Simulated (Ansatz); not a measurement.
# Sn chain started as a zigzag: period, moment and channels by functional, part 2 of 4

Aim: how far do the period, the moment and the conductance of the Sn chain started as a zigzag depend on the functional, the datasets and spin-orbit coupling, and at what cost?

Ansatz 0.2.0; DFT PBE, plane waves, PAW; relaxation of a chain's period (the session's first sound run).

So far. Step 2 (Relaxing the period, level PBE, cutoff 420 eV): The cell's length comes to 4.624 Å with no moment.

## (3) The wire at its relaxed period, level PBE, cutoff 420 eV

This step: DFT PBE, plane waves, PAW; channels and complex bands of a perfect chain (Ansatz 0.2.0).

At the relaxed period the Bloch states of the perfect chain are found at each energy: those that move forward count the open channels, and those that decay describe how a disturbance dies away inside the wire itself. An energy step of 0.035 eV is under the 0.039 eV that the program asks for its thermal average at 300 K.

The input, input.yaml:

```yaml
crystal:
  lattice:
    - [9.0, 0.0, 0.0]
    - [0.0, 7.5, 0.0]
    - [0.0, 0.0, 4.6236065206]
  atoms:
    - { symbol: Sn, position: [0.416675582, 0.5, 0.0] }
    - { symbol: Sn, position: [0.583324418, 0.5, 0.5] }
kpoints:
  mp_grid: { grid: [1, 1, 18] }
  band_path: { path: ["Γ", Z], npoints: 60 }
scf:
  occupations: { method: fermi_dirac, width: 0.05 }
hamiltonian:
  xc: pbe
output:
  transmission:
    e_range: [-2, 2]
    de: 0.035
    kmesh: [1, 1]
    reduced_basis: true
    leads: [[0, 0]]
  dos: { projected: true, e_range: [-6, 4] }
  write_potential: true
  write_density: true
  volumetric_format: npy
  elf: true
```

Run with:

```
ansatz run input.yaml --threads 4 --pin off --max-ram 8192MiB --backend cpu --events-out ev --progress --plain --runs-dir out
```

Numbers of over 12 decimals in the logs are rounded to 6 here.

Log:

```text
[...]
Crystal: 2 atoms, lattice volume = 312.093 Å³
Basis set: ecut = 420 eV, 6093 PW (Γ)
Bands: 18, of which v1, the nominal top of the filled ones, is band 14 counted from 1 (13 counted from 0)
Symmetry: 8 space group operations
[...]
k-points: 10 of 18
[...]
SCF iter   1: F=—  HF=-12046.299593 eV  |F-HF|=—  |Δ(HF+E_count)|=         —  Δρ=9.19e-4  dr2=6.07e-3  ethr=1.77e-3  ⟨swp⟩=7.2  Hψ=1037  notcnv=0
[...]
SCF iter   6: F=-12046.300953 eV  HF=-12046.300953 eV  |F-HF|=1.04e-9  |Δ(HF+E_count)|=   2.87e-8  Δρ=3.19e-6  dr2=3.39e-8  ethr=3.57e-10  ⟨swp⟩=5.5  Hψ=718  notcnv=0
SCF 1 converged in 6 iterations: F = -12046.300953 eV  dr2 = 3.39e-8
[...]
NSCF: frozen V_eff on 61 k-points
transmission: 6 of 36 steps passed
transmission: 12 of 36 steps passed
[...]
transmission: 36 of 36 steps passed
WARN: The output density's exchange-correlation potential varies sharply where the density is thin. Do not read a vacuum level from v_tot or v_xc, or from such a field of the output density. On a cell that repeats whose density bears no net charge and no dipole along the vacuum's axis use v_es (v_loc + v_h of the components); under efield.dipole_correction with no amplitude use v_es + v_field, which holds any externa [...]
SCF converged after 6 iterations
Free energy (F): -12046.300953 eV
[...]
Internal energy: -12046.291076 eV  (E = F + TS)
E sigma→0 (E₀):  -12046.296014 eV
Entropy (-TS):   -0.009877 eV (-4.939 meV/atom)
Fermi energy:    -1.633038 eV
[...]
--- Band table (eV; the first three rows and the last of 10) ---
  k-point 0: bands = [... 10 lower, -10.1439, -5.5645, -2.5370, -2.5308, -0.6776, -0.0340, 1.0324, 1.7499]
  k-point 1: bands = [... 10 lower, -10.1217, -5.6077, -2.6519, -2.5093, -0.6886, 0.1812, 1.0124, 1.7473]
  k-point 2: bands = [... 10 lower, -10.0549, -5.7432, -2.8859, -2.4450, -0.7276, 0.7200, 0.9482, 1.7266]
  k-point 9: bands = [... 10 lower, -8.3784, -8.3784, -2.3831, -2.3831, -0.9087, -0.9087, 2.3784, 2.3784]
--- Transmission ---
  basis      : 595 plane waves across, 6 finite elements along
  points     : 1, standing for a mesh of 1 x 1
  filling    : by the input's occupations and mesh, since the crystals that have channels conduct as metals do. If one of these is a semiconductor, that mesh has misplaced its level
  energies   : 115 from -2.000000 to 1.990000 eV about the Fermi level, 0.035000 eV apart; the leads are filled to 0.000000 eV, and channels, transmission and decay are at -0.005000 eV
  crystal 0  : Sn2, at the sites [0, 0], period 4.6236 Å: whole cells are its period
    offset         : up to 0.0000 Å between an atom of the period and one for which it stands
    filled         : 0.9 meV under the level at which it is neutral
    channels       : 2.000000e0 a spin
    conductance    : 2.2957e14 S/m² at 300 K; may be off by some 0.0 % by where its bands' edges are placed, 0.0 % from the distance to neutral
```

Wall time 23 s (4 threads of Arm Neoverse V1, shared host); peak memory 0.67 GiB; 82 s of CPU time.

Numbers from this step:

| Quantity | Value |
| --- | --- |
| channels at the energy nearest the Fermi level, one spin | 2 |
| conductance of the lead as this run defines it | 2.000 G₀ |
| band gap | 0 eV |

Table of open channels of the lead, one spin by energy, zero at the Fermi level:

| energy (eV) | open channels of the lead, one spin |
| --- | --- |
| -2.00 | 0 |
| -1.90 | 0 |
| -1.79 | 0 |
| -1.69 | 0 |
| -1.58 | 0 |
| -1.48 | 2 |
| -1.37 | 2 |
| -1.23 | 2 |
| -1.12 | 2 |
| -1.02 | 2 |
| -0.92 | 2 |
| -0.81 | 2 |
| -0.70 | 2 |
| -0.60 | 2 |
| -0.49 | 2 |
| -0.39 | 2 |
| -0.28 | 2 |
| -0.18 | 2 |
| -0.07 | 2 |
| -0.01 | 2 |
| 0.07 | 2 |
| 0.17 | 2 |
| 0.28 | 2 |
| 0.38 | 2 |
| 0.48 | 2 |
| 0.59 | 2 |
| 0.69 | 2 |
| 0.80 | 2 |
| 0.91 | 2 |
| 1.01 | 1 |
| 1.11 | 1 |
| 1.22 | 1 |
| 1.36 | 1 |
| 1.47 | 1 |
| 1.57 | 1 |
| 1.68 | 2 |
| 1.78 | 2 |
| 1.89 | 2 |
| 1.99 | 2 |

The slowest values at each energy, most degenerate partners merged, listed up to 1.5 1/Å. Table of Im kz of the slowest decaying states by energy, zero at the Fermi level:

| energy (eV) | decay 1 (Å⁻¹) | decay 2 (Å⁻¹) | decay 3 (Å⁻¹) | decay 4 (Å⁻¹) |
| --- | --- | --- | --- | --- |
| -2.000 | 0.210 | 0.532 | 0.973 | 1.22 |
| -1.790 | 0.156 | 0.480 | 0.947 | 1.20 |
| -1.615 | 0.0811 | 0.431 | 0.924 | 1.18 |
| -1.405 | 0.364 | 0.896 | 1.16 | 1.21 |
| -1.195 | 0.279 | 0.867 | 1.14 | 1.19 |
| -0.985 | 0.152 | 0.836 | 1.11 | 1.16 |
| -0.810 | 0.0618 | 0.810 | 1.09 | 1.14 |
| -0.600 | 0.101 | 0.776 | 1.06 | 1.12 |
| -0.390 | 0.121 | 0.740 | 1.04 | 1.09 |
| -0.215 | 0.130 | 0.708 | 1.01 | 1.07 |
| -0.005 | 0.136 | 0.667 | 0.987 | 1.04 |
| 0.205 | 0.138 | 0.622 | 0.959 | 1.01 |
| 0.415 | 0.136 | 0.571 | 0.929 | 0.984 |
| 0.590 | 0.131 | 0.521 | 0.904 | 0.959 |
| 0.800 | 0.123 | 0.444 | 0.872 | 0.928 |
| 1.010 | 0.110 | 0.242 | 0.839 | 0.896 |
| 1.185 | 0.0951 | 0.285 | 0.811 | 0.868 |
| 1.395 | 0.0692 | 0.302 | 0.776 | 0.832 |
| 1.605 | 0.305 | 0.738 | 0.795 | 0.961 |
| 1.815 | 0.301 | 0.699 | 0.755 | 0.934 |

Electronic bands along the path, in eV, zero at the Fermi level:

| point | band 11 | band 12 | band 13 | band 14 | band 15 | band 16 | band 17 | band 18 |
| --- | --- | --- | --- | --- | --- | --- | --- | --- |
| Γ | -8.51 | -3.93 | -0.90 | -0.90 | 0.96 | 1.60 | 2.67 | 3.38 |
| halfway | -8.06 | -4.87 | -1.55 | -0.47 | 0.57 | 2.16 | 3.21 | 4.21 |
| Z | -6.75 | -6.75 | -0.75 | -0.75 | 0.72 | 0.72 | 4.01 | 4.01 |

The electronic bands as a text plot (rows in eV, shown from -8.0 to 3.3 only):

```
    3.1 |                *********************
    2.6 |***********************
    2.1 |       ******          ***********
    1.6 |*******                           *********
    1.2 |********                                   *********
    0.7 |        **********************                     *****
    0.2 |                              *********************
   -0.2 |                            **********************
   -0.7 |****************************                      ******
   -1.2 |   **************                     **************
   -1.7 |                 *********************
   -2.1 |
   -2.6 |
   -3.1 |
   -3.5 |
   -4.0 |****************
   -4.5 |                **********
   -4.9 |                          ******
   -5.4 |                                ********
   -5.9 |                                        ******
   -6.4 |                                              ********
   -6.8 |                                                   *****
   -7.3 |                                          *********
   -7.8 |                             *************
         Γ                                                      Z
```

Electrostatic potential energy in the ca plane at fractional y = 0.500, with atoms of Sn within 0.2 Å of it. With pseudopotentials it is smooth inside the atoms' cores, unlike the true potential.

Values in eV, 24 rows by 14 columns, each cell a mean:
```
  3   3   3   2   2   2   2   2   2   2   2   2   3   3
  3   3   3   2   2   2   2   2   2   2   2   2   3   3
  3   3   2   2   2   2   2   2   2   2   2   2   3   3
  3   3   2   2   2   2   2   2   2   2   2   2   3   3
  3   3   2   2   2   2   2   1   2   2   2   2   2   3
  3   2   2   2   1   0   0   0   0   1   2   2   2   3
  3   2   2   1  -1  -3  -6  -7  -5  -2   0   1   2   2
  2   2   1  -1  -5 -14 -18 -19 -17 -10  -3   0   2   2
  2   1   0  -3 -14 -16   0   5  -7 -18  -8  -1   1   2
  0   0  -1  -5 -17  -6  14  14   8 -15 -12  -3  -1   0
 -7  -6  -4  -6 -16 -11  10  13   3 -17 -11  -4  -4  -7
-17 -17 -11  -6 -11 -17 -14 -10 -17 -16  -7  -8 -14 -18
  5  -7 -18  -9  -5  -8 -13 -14 -11  -7  -6 -14 -16  -1
 14   9 -15 -12  -3  -2  -2  -3  -2  -2  -5 -17  -7  14
 13   3 -17 -11  -2   0   1   1   1   0  -4 -16 -11  10
-12 -17 -16  -5   0   1   2   2   2   1  -2  -9 -18 -15
-13 -10  -5  -1   1   2   2   2   2   2   0  -2  -7 -12
 -2  -1   0   1   2   2   3   3   2   2   2   1  -1  -2
  1   1   1   2   2   2   3   3   3   2   2   2   1   1
  2   2   2   2   2   2   3   3   3   2   2   2   2   2
  2   2   2   2   2   3   3   3   3   2   2   2   2   2
  2   2   2   2   2   3   3   3   3   3   2   2   2   2
  2   2   2   2   2   3   3   3   3   3   2   2   2   2
  2   2   2   2   2   2   2   2   2   2   2   2   2   2
```
Columns run along c (4.6 Å; values clipped at the 3rd and 97th percentile), rows up along a (9.0 Å). Atoms in or near the plane, at fractional coordinates: Sn at (0.00, 0.42), Sn at (0.50, 0.58).

ELF in the ca plane at fractional y = 0.500, with atoms of Sn within 0.2 Å of it. It is the smooth field of the valence electrons, not physical close to the nuclei.

Values, 24 rows by 14 columns, each cell a mean:
```
0.00 0.00 0.00 0.00 0.00 0.00 0.00 0.00 0.00 0.00 0.00 0.00 0.00 0.00
0.00 0.00 0.00 0.01 0.02 0.03 0.05 0.05 0.04 0.03 0.01 0.00 0.00 0.00
0.00 0.00 0.01 0.04 0.09 0.14 0.18 0.19 0.17 0.12 0.06 0.02 0.01 0.00
0.00 0.01 0.04 0.12 0.24 0.33 0.39 0.40 0.37 0.30 0.19 0.08 0.02 0.00
0.01 0.03 0.10 0.27 0.44 0.54 0.59 0.60 0.57 0.51 0.37 0.19 0.06 0.02
0.03 0.07 0.22 0.45 0.59 0.64 0.64 0.64 0.64 0.63 0.55 0.35 0.14 0.04
0.06 0.14 0.35 0.56 0.61 0.56 0.50 0.48 0.52 0.58 0.61 0.49 0.26 0.09
0.12 0.23 0.45 0.58 0.49 0.41 0.37 0.35 0.38 0.44 0.55 0.55 0.36 0.17
0.20 0.31 0.50 0.52 0.40 0.28 0.11 0.07 0.18 0.34 0.45 0.55 0.43 0.25
0.26 0.36 0.51 0.49 0.35 0.16 0.01 0.00 0.05 0.25 0.40 0.53 0.45 0.30
0.26 0.32 0.47 0.51 0.35 0.19 0.04 0.02 0.09 0.26 0.41 0.53 0.40 0.28
0.26 0.28 0.36 0.51 0.40 0.29 0.22 0.19 0.24 0.32 0.48 0.45 0.31 0.27
0.08 0.16 0.29 0.44 0.50 0.35 0.28 0.27 0.29 0.41 0.52 0.37 0.24 0.11
0.00 0.05 0.24 0.40 0.53 0.44 0.30 0.27 0.35 0.50 0.49 0.34 0.16 0.01
0.02 0.09 0.29 0.42 0.54 0.45 0.28 0.23 0.34 0.51 0.50 0.37 0.21 0.04
0.22 0.30 0.39 0.49 0.55 0.40 0.21 0.16 0.27 0.48 0.56 0.44 0.36 0.26
0.41 0.44 0.51 0.60 0.53 0.31 0.12 0.09 0.18 0.41 0.58 0.57 0.48 0.42
0.59 0.61 0.63 0.59 0.42 0.19 0.06 0.04 0.10 0.28 0.51 0.62 0.63 0.60
0.64 0.63 0.58 0.46 0.26 0.09 0.03 0.02 0.04 0.15 0.35 0.52 0.61 0.64
0.50 0.47 0.40 0.27 0.12 0.04 0.01 0.01 0.02 0.06 0.18 0.33 0.43 0.49
0.28 0.26 0.20 0.11 0.04 0.01 0.00 0.00 0.00 0.02 0.07 0.15 0.22 0.27
0.10 0.09 0.06 0.03 0.01 0.00 0.00 0.00 0.00 0.00 0.02 0.04 0.07 0.10
0.02 0.01 0.01 0.00 0.00 0.00 0.00 0.00 0.00 0.00 0.00 0.00 0.01 0.01
0.00 0.00 0.00 0.00 0.00 0.00 0.00 0.00 0.00 0.00 0.00 0.00 0.00 0.00
```
Columns run along c (4.6 Å), rows up along a (9.0 Å). Atoms in or near the plane, at fractional coordinates: Sn at (0.00, 0.42), Sn at (0.50, 0.58).

Valence density in the ca plane at fractional y = 0.500, with atoms of Sn within 0.2 Å of it. It is the smooth field of the valence electrons, not physical close to the nuclei.

Ten steps, logarithmic in the rise over the least value, from '_' (0 e/Å³) to '@' (14 e/Å³), each cell a mean:
```
____________________________
____________________________
____________________________
____________________________
____________________________
____________________________
________....::::....________
______..::--====--::....____
____....--++##%%**==::....__
......::==##@@@@%%++--::....
::::::::--**%%@@##++--::::::
====--::--==****++--::::--==
%%**==--::::----::::::--++##
@@%%++--::..........::==##@@
@@%%++::....____....::--**%%
**++--::..__________..::==++
--::::..______________..::::
....____________________....
____________________________
____________________________
____________________________
____________________________
____________________________
____________________________
```
Columns run along c (4.6 Å), rows up along a (9.0 Å). Atoms in or near the plane, at fractional coordinates: Sn at (0.00, 0.42), Sn at (0.50, 0.58).

By hand: the program gives 2.2957 × 10^14 S/m² over the cell's cross-section of 67.50 Å² = 6.750 × 10^-19 m², so one cell conducts 1.550 × 10^-4 S. Divided by G0 = 2e²/h = 7.748 × 10^-5 S this is 2.00 G0, a resistance of 6.45 kΩ.

At the computed energy nearest the Fermi level there are 2 channels a spin, and the thermal average gives 2.00 G₀.

## (4) Relaxation of atoms and period, cutoff 500 eV

This step: DFT r2SCAN, plane waves, PAW; relaxation of a chain's period (Ansatz 0.2.0).

The relaxation is repeated under another functional. r2SCAN also reads the kinetic-energy density; it often gives larger moments and wider gaps than PBE, at a higher cost. Against the first PBE run of this kind, the cutoff is 500 eV against 420.

The input, input.yaml:

```yaml
crystal:
  lattice:
    - [9.0, 0.0, 0.0]
    - [0.0, 7.5, 0.0]
    - [0.0, 0.0, 4.6637291855]
  atoms:
    - { symbol: Sn, position: [0.431118089, 0.5, 0.0], spin: 0.5 }
    - { symbol: Sn, position: [0.568881911, 0.5, 0.5], spin: 0.5 }
magnetization:
  spin_polarized: true
kpoints:
  mp_grid: { grid: [1, 1, 18] }
scf:
  occupations: { method: fermi_dirac, width: 0.05 }
hamiltonian:
  xc: r2scan
relax:
  cell: { fix: [a, b, alpha, beta, gamma] }
  max_steps: 60
```

Log:

```text
[...]
Crystal: 2 atoms, lattice volume = 314.802 Å³
Basis set: ecut = 500 eV, 8019 PW (Γ), exchange–correlation on 288×240×144 points (64 copies of the dense FFT grid, shifted against one another)
Bands: 19, of which v1, the nominal top of the filled ones, is band 14 counted from 1 (13 counted from 0)
Symmetry: 8 space group operations
[...]
-0.000000       0.214457      -0.000000
        0.000000      -0.000000      -0.007299
  P = ⅓ Tr σ = 0.0913 GPa (0.913 kbar)
--- Relaxed structure (5 steps of the walk, 5 accepted, 1 SCFs on fresh bases) ---
[...]
cell:  # Å, volume = 308.9516 Å³
    - [9.0, 0, 0]
    - [0, 7.5, 0]
    - [0, 0, 4.577060]
  atoms:
    - { symbol: Sn, position: [0.418305, 0.5, 0.0] }
    - { symbol: Sn, position: [0.581695, 0.5, 0.5] }
[key lines of the parts left out:]
SCF converged after 5 iterations
Magnetization: 0.0000 μB (14.0000 up, 14.0000 down)
Free energy (F): -12074.810722 eV
Fermi energy:    -1.782423 eV
```

Run time: 55 s. Hardware: 4 threads; peak memory 1.3 GiB; 3.6 min of CPU time.

Relaxation path:

| step | energy less that of the first step (eV) | largest force component (eV/Å) | pressure (GPa) | volume (Å³) |
| --- | --- | --- | --- | --- |
| 1 | 0.0000 | 0.7614 | 0.46 | 314.80 |
| 2 | -0.0087 | 0.8013 | -0.38 | 309.60 |
| 3 | -0.0784 | 0.0570 | 0.07 | 311.67 |
| 4 | -0.0801 | 0.0026 | 0.07 | 310.11 |
| 5 | -0.0804 | 0.0041 | 0.09 | 308.95 |
| 6* | -0.0804 | 0.0041 | 0.09 | 308.95 |

Relaxation steps marked * repeat the geometry before them on a plane-wave basis chosen anew for their cell, so energy and pressure can jump there.

The run keeps the 8 symmetry operations that it works with, so distortions that break them were not tested.

| cell as run | before | after | change |
| --- | --- | --- | --- |
| c (Å) | 4.664 | 4.577 | -1.9 % |

The atoms that moved most (Å, along periodic axes as changes of fractional coordinates times the final cell, across vacuum about the mean position):

| atom | dx | dy | dz | length |
| --- | --- | --- | --- | --- |
| Sn1 | -0.115 | 0.000 | 0.000 | 0.115 |
| Sn2 | 0.115 | 0.000 | 0.000 | 0.115 |

The relaxed structure:

```cif
data_structure
_symmetry_space_group_name_H-M 'P 1'
_symmetry_Int_Tables_number 1
_cell_length_a 9.0000
_cell_length_b 7.5000
_cell_length_c 4.5771
_cell_angle_alpha 90.000
_cell_angle_beta 90.000
_cell_angle_gamma 90.000
_cell_volume 308.95
loop_
_atom_site_label
_atom_site_type_symbol
_atom_site_fract_x
_atom_site_fract_y
_atom_site_fract_z
_atom_site_occupancy
Sn1 Sn 0.41831 0.50000 0.00000 1
Sn2 Sn 0.58169 0.50000 0.50000 1
```

The cell's length comes to 4.577 Å, -1.0 % against the first run, with no moment.

The cell shrank by 1.9 % in its periodic edges. First to last step the energy falls by 0.080 eV, across changes of basis; the largest move, 0.12 Å, is that of Sn1 and 1 other atom alike.

## (5) The perfect wire, level r2SCAN, cutoff 500 eV

This step: DFT r2SCAN, plane waves, PAW; channels and complex bands of a perfect chain (Ansatz 0.2.0).

The channels are counted again under r2SCAN, at the period that it gave. Its window is narrower, to save time.

The input, input.yaml:

```yaml
crystal:
  lattice:
    - [9.0, 0.0, 0.0]
    - [0.0, 7.5, 0.0]
    - [0.0, 0.0, 4.5770602971]
  atoms:
    - { symbol: Sn, position: [0.418305148, 0.5, 0.0] }
    - { symbol: Sn, position: [0.581694852, 0.5, 0.5] }
kpoints:
  mp_grid: { grid: [1, 1, 18] }
  band_path: { path: ["Γ", Z], npoints: 60 }
scf:
  occupations: { method: fermi_dirac, width: 0.05 }
hamiltonian:
  xc: r2scan
output:
  transmission:
    e_range: [-0.7, 0.7]
    de: 0.035
    kmesh: [1, 1]
    reduced_basis: true
    leads: [[0, 0]]
  dos: { projected: true, e_range: [-6, 4] }
```

Log:

```text
[...]
Crystal: 2 atoms, lattice volume = 308.952 Å³
Basis set: ecut = 500 eV, 7835 PW (Γ), exchange–correlation on 288×240×144 points (64 copies of the dense FFT grid, shifted against one another)
Bands: 18, of which v1, the nominal top of the filled ones, is band 14 counted from 1 (13 counted from 0)
Symmetry: 8 space group operations
[...]
k-points: 10 of 18
[...]
k-point 9: bands = [... 10 lower, -8.8342, -8.8342, -2.5595, -2.5595, -1.0114, -1.0114, 2.9185, 2.9185]
--- Transmission ---
  basis      : 711 plane waves across, 7 finite elements along
  points     : 1, standing for a mesh of 1 x 1
[...]
crystal 0  : Sn2, at the sites [0, 0], period 4.5771 Å: whole cells are its period
[...]
filled         : 4.2 meV under the level at which it is neutral
    channels       : 2.000000e0 a spin
[...]
[key lines of the parts left out:]
SCF converged after 6 iterations
Free energy (F): -12074.810722 eV
Fermi energy:    -1.782457 eV
```

Wall time 25 s (4 threads); peak memory 1.1 GiB.

At the computed energy nearest the Fermi level there are 2 channels a spin, and the thermal average gives 2.00 G₀.

(Continued in part 3 of 4.)

[Logs are printed without paths, hosts, clocks, repeated set-up lines and the standing remarks that a program may print on its own settings, such as how far it seeks lower states.]

[Hosts, paths, dates, database ids (printed as entryN), source tags and the programs' standing remarks are cut or masked in the printed files.]
